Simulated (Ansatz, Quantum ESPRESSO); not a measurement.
# Band edges of honeycomb PbTe, 1 layer under strain, part 2 of 2

How do the band edges of honeycomb PbTe, 1 layer move against the vacuum when the sheet is stretched?

Quantum ESPRESSO 7.5; plane-wave DFT, PBE, GBRV ultrasoft pseudopotentials; geometry by Ansatz 0.2.0 with PAW datasets.

So far: The structure; Relaxation with Ansatz.

## 3. The script

Under ESM bc1 levels count from the vacuum, or from the mean of the two vacuum levels where the sheet has a dipole, so band edges at unlike strains can be compared.

Level of this step: plane-wave DFT, PBE, GBRV ultrasoft pseudopotentials (Quantum ESPRESSO 7.5).

The input, run.py:

```python
import json
import numpy as np
from ase import Atoms
from ase.calculators.espresso import Espresso, EspressoProfile

profile = EspressoProfile(command='mpirun -n 2 pw.x -nk 2', pseudo_dir='../pseudo')
pseudopotentials = {'Pb': 'pb_pbe_v1.uspp.F.UPF', 'Te': 'te_pbe_v1.uspp.F.UPF'}
system = {'ecutwfc': 40, 'ecutrho': 200, 'occupations': 'smearing', 'smearing': 'fd', 'degauss': 0.002}


def calculator(name, kpts, **extra):
    data = dict(control=dict(tprnfor=True, verbosity='high', disk_io='none'),
                system=system | extra,
                electrons=dict(conv_thr=1e-09, mixing_beta=0.4, mixing_mode='plain',
                               electron_maxstep=100))
    return Espresso(profile=profile, directory=name, pseudopotentials=pseudopotentials, kpts=kpts, input_data=data)


def centre(atoms):
    z = atoms.positions[:, 2]
    atoms.positions[:, 2] -= (z.max() + z.min()) / 2  # ESM wants the slab about z = 0
    return atoms

sheet = Atoms(
    ['Te', 'Pb'],
    scaled_positions=[
        [0.6666666667, 0.3333333333, 0.4496324987],
        [0.3333333333, 0.6666666667, 0.5503675013]],
    cell=[
        [4.340026846599, 0.000000000000, 0.000000000000],
        [-2.170013423299, 3.758573502261, 0.000000000000],
        [0.000000000000, 0.000000000000, 16.700000000000]],
    pbc=True)

rows = []
for strain in [-0.03, -0.015, 0.0, 0.015, 0.03]:
    atoms = sheet.copy()
    atoms.set_cell(sheet.cell.array * [[1 + strain], [1 + strain], [1]], scale_atoms=True)
    atoms = centre(atoms)
    atoms.calc = calculator(f's{strain:+.3f}', (12, 12, 1), assume_isolated='esm', esm_bc='bc1', nbnd=14)
    energy = atoms.get_potential_energy()
    levels = np.array([atoms.calc.get_eigenvalues(kpt=i) for i in range(len(atoms.calc.get_ibz_k_points()))])
    top, bottom = levels[:, 9].max(), levels[:, 10].min()
    direct = (levels[:, 10] - levels[:, 9]).min()
    rows.append([strain, energy, top, bottom, direct])
    print(f'strain {strain:+.3f}: E = {energy:.5f} eV, valence top {top:.3f}, conduction bottom {bottom:.3f}, '
          f'gap {bottom - top:.3f}, least direct gap {direct:.3f} eV')

x, energy, top, bottom, direct = np.array(rows).T
area = np.linalg.norm(np.cross(*sheet.cell[:2]))
stiffness = np.polyfit(x, energy, 2)[0] / area * 16.0218  # C11 + C12, heights clamped
print(f'valence and conduction edges move by {np.polyfit(x, top, 1)[0]:.2f} and {np.polyfit(x, bottom, 1)[0]:.2f} eV per unit biaxial strain')
print(f'C11 + C12 with clamped heights: {stiffness:.1f} N/m')
json.dump(dict(rows=rows, stiffness=stiffness), open('result.json', 'w'))
```

Run with:

```sh
$ OMP_NUM_THREADS=1 python run.py
```

What it wrote:

```text
strain -0.030: E = -2594.38679 eV, valence top -4.918, conduction bottom -3.186, gap 1.732, least direct gap 1.732 eV
strain -0.015: E = -2594.40995 eV, valence top -4.971, conduction bottom -3.302, gap 1.669, least direct gap 1.669 eV
strain +0.000: E = -2594.41560 eV, valence top -5.016, conduction bottom -3.403, gap 1.612, least direct gap 1.612 eV
strain +0.015: E = -2594.40575 eV, valence top -5.052, conduction bottom -3.490, gap 1.561, least direct gap 1.561 eV
strain +0.030: E = -2594.38211 eV, valence top -5.060, conduction bottom -3.566, gap 1.495, least direct gap 1.516 eV
valence and conduction edges move by -2.43 and -6.31 eV per unit biaxial strain
C11 + C12 with clamped heights: 34.0 N/m
```

It took 5.4 min on 2 MPI ranks of Arm Neoverse V2, shared host; peak memory 0.52 GiB.

The input that ASE wrote for the first run, and its log:

```
&CONTROL
   verbosity        = 'high'
   tprnfor          = .true.
   disk_io          = 'none'
   pseudo_dir       = '../pseudo'
/
&SYSTEM
   nbnd             = 14
   ecutwfc          = 40
   ecutrho          = 200
   occupations      = 'smearing'
   degauss          = 0.002
   smearing         = 'fd'
   assume_isolated  = 'esm'
   esm_bc           = 'bc1'
   ntyp             = 2
   nat              = 2
   ibrav            = 0
/
&ELECTRONS
   electron_maxstep = 100
   conv_thr         = 1e-09
   mixing_mode      = 'plain'
   mixing_beta      = 0.4
/
&IONS
/
&CELL
/
&FCP
/
&RISM
/
ATOMIC_SPECIES
Te 127.6 te_pbe_v1.uspp.F.UPF
Pb 207.2 pb_pbe_v1.uspp.F.UPF

K_POINTS automatic
12 12 1  0 0 0

CELL_PARAMETERS angstrom
4.20982604120103 0.00000000000000 0.00000000000000
-2.10491302060003 3.64581629719317 0.00000000000000
0.00000000000000 0.00000000000000 16.70000000000000

ATOMIC_POSITIONS angstrom
Te 2.1049130208 1.2152720989 -0.8411372717  
Pb -0.0000000002 2.4305441983 0.8411372717
```

```text
Program PWSCF v.7.5 starts
[citation notice left out]

     Parallel version (MPI & OpenMP), running on       2 processor cores
     Number of MPI processes:                 2
     Threads/MPI process:                     1

     MPI processes distributed on     1 nodes
[... 1 line left out ...]

Warning: card &CELL ignored
Warning: card &FCP ignored
Warning: card &RISM ignored

     Current dimensions of program PWSCF are:
     Max number of different atomic species (ntypx) = 10
     Max number of k-points (npk) =  40000
     Max angular momentum in pseudopotentials (lmaxx) =  4
     Message from routine setup:
     using ibrav=0 with symmetry is DISCOURAGED, use correct ibrav instead

     K-points division:     npool     =       2
     Subspace diagonalization in iterative solution of the eigenvalue problem:
     a serial algorithm will be used

     G-vector sticks info
     --------------------
     sticks:   dense  smooth     PW     G-vecs:    dense   smooth      PW
     Sum         859     691    199                82553    59053    9435

     Using Slab Decomposition

     bravais-lattice index     =            0
     lattice parameter (alat)  =       7.9554  a.u.
     unit-cell volume          =    1729.7049 (a.u.)^3
     number of atoms/cell      =            2
     number of atomic types    =            2
     number of electrons       =        20.00
     number of Kohn-Sham states=           14
     kinetic-energy cutoff     =      40.0000  Ry
     charge density cutoff     =     200.0000  Ry
     scf convergence threshold =      1.0E-09
     mixing beta               =       0.4000
     number of iterations used =            8  plain     mixing
     Exchange-correlation= SLA  PW   PBE  PBE
                           (   1   4   3   4   0   0   0)

     Effective Screening Medium Method
     =================================
     Boundary Conditions: Vacuum-Slab-Vacuum
     total charge in unit cell        =   0.0000
     grid points for fit at edges     =        4

[... 10 lines left out ...]
     PseudoPot. # 1 for Te read from file:
     ../pseudo/te_pbe_v1.uspp.F.UPF
     Pseudo is Ultrasoft + core correction, Zval =  6.0
     Generated by new atomic code, or converted to UPF format
     Using radial grid of  891 points,  5 beta functions with:
                l(1) =   0
                l(2) =   0
                l(3) =   1
                l(4) =   1
                l(5) =   2
     Q(r) pseudized with  6 coefficients,  rinner =    1.800   1.800   1.800
                                                       1.800   1.800

     PseudoPot. # 2 for Pb read from file:
     ../pseudo/pb_pbe_v1.uspp.F.UPF
     Pseudo is Ultrasoft + core correction, Zval = 14.0
     Generated by new atomic code, or converted to UPF format
     Using radial grid of  899 points,  6 beta functions with:
                l(1) =   0
                l(2) =   0
                l(3) =   1
[... 646 lines left out ...]

[... 1 line left out ...]

     total energy              =    -190.68392848 Ry
     estimated scf accuracy    <          1.1E-09 Ry

     iteration # 36     ecut=    40.00 Ry     beta= 0.40
[... 1 line left out ...]

---- Real-time Memory Report at c_bands before calling an iterative solver
           237 MiB given to the printing process from OS
           105 MiB allocation reported by mallinfo(arena+hblkhd)
[... 1 line left out ...]
------------------
[... 1 line left out ...]

     negative rho (up, down):  1.979E-02 0.000E+00

[... 1 line left out ...]

     End of self-consistent calculation

          k = 0.0000 0.0000 0.0000 (  7287 PWs)   bands (ev):

   -21.1867 -21.1867 -21.1211 -21.1209 -21.1209 -16.3637 -11.5258  -5.3720
    -4.9181  -4.9181  -3.1863  -1.0834  -1.0833  -0.8542

     occupation numbers
     1.0000   1.0000   1.0000   1.0000   1.0000   1.0000   1.0000   1.0000
     1.0000   1.0000   0.0000   0.0000   0.0000   0.0000

[... 108 lines left out ...]

     the Fermi energy is    -3.7688 ev

!    total energy              =    -190.68392848 Ry
     estimated scf accuracy    <          7.0E-10 Ry
     smearing contrib. (-TS)   =      -0.00000000 Ry
     internal energy E=F+TS    =    -190.68392848 Ry

     The total energy is F=E-TS. E is the sum of the following terms:
     one-electron contribution =     141.81165584 Ry
     hartree contribution      =     -67.47944026 Ry
     xc contribution           =     -77.80009902 Ry
     ewald contribution        =    -187.21604504 Ry

     convergence has been achieved in  36 iterations

     negative rho (up, down):  1.979E-02 0.000E+00

     Forces acting on atoms (cartesian axes, Ry/au):

     atom    1 type  1   force =     0.00000000    0.00000000   -0.01639379
     atom    2 type  2   force =     0.00000000   -0.00000000    0.01628602
     The non-local contrib.  to forces
     atom    1 type  1   force =     0.00000000    0.00000000   -0.13185585
     atom    2 type  2   force =     0.00000000    0.00000000   -0.37280603
     The ionic contribution  to forces
     atom    1 type  1   force =    -0.00000000    0.00000000  -16.63072813
     atom    2 type  2   force =     0.00000000   -0.00000000   16.63072813
     The local contribution  to forces
     atom    1 type  1   force =    -0.00000000    0.00000000   16.77207436
     atom    2 type  2   force =     0.00000002   -0.00000002  -16.23416995
     The core correction contribution to forces
     atom    1 type  1   force =     0.00000000   -0.00000000   -0.02584929
     atom    2 type  2   force =     0.00000000   -0.00000000   -0.00727874
     The Hubbard contrib.    to forces
     atom    1 type  1   force =     0.00000000    0.00000000    0.00000000
     atom    2 type  2   force =     0.00000000    0.00000000    0.00000000
     The SCF correction term to forces
     atom    1 type  1   force =     0.00000000   -0.00000000   -0.00003487
     atom    2 type  2   force =    -0.00000000    0.00000000   -0.00018739

     Total force =     0.023108     Total SCF correction =     0.000191
     Message from routine punch:
     Nothing written, as per user request (disk_io='none')

[... 1 line left out ...]

[... 1 line left out ...]

[... 1 line left out ...]

[... 3 lines left out ...]

[... 1 line left out ...]

[... 2 lines left out ...]

[... 1 line left out ...]

[... 1 line left out ...]

=------------------------------------------------------------------------------=
   JOB DONE.
=------------------------------------------------------------------------------=
```

This step gave:

* biaxial stiffness: 34.02 N/m

Table of band edge from the vacuum level by biaxial strain:

```tsv
biaxial strain (%)	valence top (eV)	conduction bottom (eV)
-3.00	-4.92	-3.19
-1.50	-4.97	-3.30
0.00	-5.02	-3.40
1.50	-5.05	-3.49
3.00	-5.06	-3.57
```

Gap against biaxial strain:

```tsv
biaxial strain (%)	on the mesh (eV)	least direct (eV)
-3.00	1.73	1.73
-1.50	1.67	1.67
0.00	1.61	1.61
1.50	1.56	1.56
3.00	1.49	1.52
```

Table of energy over the lowest by biaxial strain:

```tsv
biaxial strain (%)	energy over the lowest (meV)
-3.00	28.8
-1.50	5.66
0.00	0
1.50	9.85
3.00	33.5
```

## 4. The script: vdW-DF-cx, GBRV ultrasoft

Level of this step: plane-wave DFT, vdW-DF-cx, GBRV ultrasoft pseudopotentials made under PBE (Quantum ESPRESSO 7.5). input_dft overrides the functional of the files.

run.py is the input of step 3 with these lines changed:

```diff
@@ -7,3 +7,3 @@
 pseudopotentials = {'Pb': 'pb_pbe_v1.uspp.F.UPF', 'Te': 'te_pbe_v1.uspp.F.UPF'}
-system = {'ecutwfc': 40, 'ecutrho': 200, 'occupations': 'smearing', 'smearing': 'fd', 'degauss': 0.002}
+system = {'ecutwfc': 40, 'ecutrho': 200, 'input_dft': 'vdw-df-cx', 'occupations': 'smearing', 'smearing': 'fd', 'degauss': 0.002}
```

Run with:

```sh
$ OMP_NUM_THREADS=1 python run.py
```

What it wrote:

```text
strain -0.030: E = -2588.00390 eV, valence top -5.032, conduction bottom -3.334, gap 1.697, least direct gap 1.697 eV
strain -0.015: E = -2588.00438 eV, valence top -5.083, conduction bottom -3.447, gap 1.636, least direct gap 1.636 eV
strain +0.000: E = -2587.98829 eV, valence top -5.126, conduction bottom -3.546, gap 1.580, least direct gap 1.580 eV
strain +0.015: E = -2587.95766 eV, valence top -5.161, conduction bottom -3.631, gap 1.530, least direct gap 1.530 eV
strain +0.030: E = -2587.91419 eV, valence top -5.178, conduction bottom -3.706, gap 1.472, least direct gap 1.484 eV
valence and conduction edges move by -2.47 and -6.18 eV per unit biaxial strain
C11 + C12 with clamped heights: 31.9 N/m
```

Run time: 8.7 min. Hardware: 2 MPI ranks; peak memory 0.57 GiB.

Read from the output:

| Quantity | Value |
| --- | --- |
| biaxial stiffness | 31.94 N/m |

Table of band edge from the vacuum level by biaxial strain:

```tsv
biaxial strain (%)	valence top (eV)	conduction bottom (eV)
-3.00	-5.03	-3.33
-1.50	-5.08	-3.45
0.00	-5.13	-3.55
1.50	-5.16	-3.63
3.00	-5.18	-3.71
```

The gap by biaxial strain:

```tsv
biaxial strain (%)	on the mesh (eV)	least direct (eV)
-3.00	1.70	1.70
-1.50	1.64	1.64
0.00	1.58	1.58
1.50	1.53	1.53
3.00	1.47	1.48
```

Table of energy over the lowest by biaxial strain:

```tsv
biaxial strain (%)	energy over the lowest (meV)
-3.00	0.474
-1.50	0
0.00	16.1
1.50	46.7
3.00	90.2
```

## 5. A check by hand

Under equal strain ε in the plane, E = A (C11 + C12) ε². From the points at ±1.5 %: d²E/dε² = (5.66 + 9.85 − 2 × 0.00) meV / 0.015² = 69 eV, and 69/(2 × 16.312 Å²) × 16.02 = 34 N/m.

## 6. Outcome

```json
{
 "C11 + C12, heights clamped, PBE, GBRV ultrasoft": "34 N/m",
 "gap on the mesh at zero strain, PBE, GBRV ultrasoft": "1.61 eV",
 "valence top below the mean of the two vacuum levels at zero strain, PBE, GBRV ultrasoft": "5.02 eV",
 "shift of the valence top per unit biaxial strain, PBE, GBRV ultrasoft": "-2.4 eV",
 "shift of the conduction bottom per unit biaxial strain, PBE, GBRV ultrasoft": "-6.3 eV",
 "C11 + C12, heights clamped, vdW-DF-cx, GBRV ultrasoft (made under PBE)": "32 N/m",
 "gap on the mesh at zero strain, vdW-DF-cx, GBRV ultrasoft (made under PBE)": "1.58 eV",
 "valence top below the mean of the two vacuum levels at zero strain, vdW-DF-cx, GBRV ultrasoft (made under PBE)": "5.13 eV",
 "shift of the valence top per unit biaxial strain, vdW-DF-cx, GBRV ultrasoft (made under PBE)": "-2.5 eV",
 "shift of the conduction bottom per unit biaxial strain, vdW-DF-cx, GBRV ultrasoft (made under PBE)": "-6.2 eV"
}
```

The sheet's biaxial stiffness comes to 34 N/m and its gap at zero strain to 1.61 eV (PBE, GBRV ultrasoft). From −3 % to +3 % the gap on the mesh goes from 1.73 to 1.49 eV; it is direct at some strains and indirect at others. Heights are clamped under strain, which makes a sheet with several atomic planes too stiff. Zero strain is the PBE cell; under vdW-DF-cx the energy is lowest near -2.3 %, so its stiffness is taken away from its own minimum. Semilocal gaps are too small. The sheet carries a dipole, so the two faces have unlike vacuum levels and the zero lies between them. Spin-orbit coupling is left out; depending on the atoms that carry the levels of interest, it can split and shift them by tenths of an eV to an eV or more.

[Logs are printed without paths, hosts, clocks, repeated set-up lines and the standing remarks that a program may print on its own settings, such as how far it seeks lower states.]

[Hosts, paths, dates, database ids (printed as entryN), source tags and the programs' standing remarks are cut or masked in the printed files.]

[Maps of the electrostatic potential energy from Ansatz leave out the sawtooth potential of an applied field or a dipole correction, so their vacuum need not be flat; planar profiles and work functions include it.]
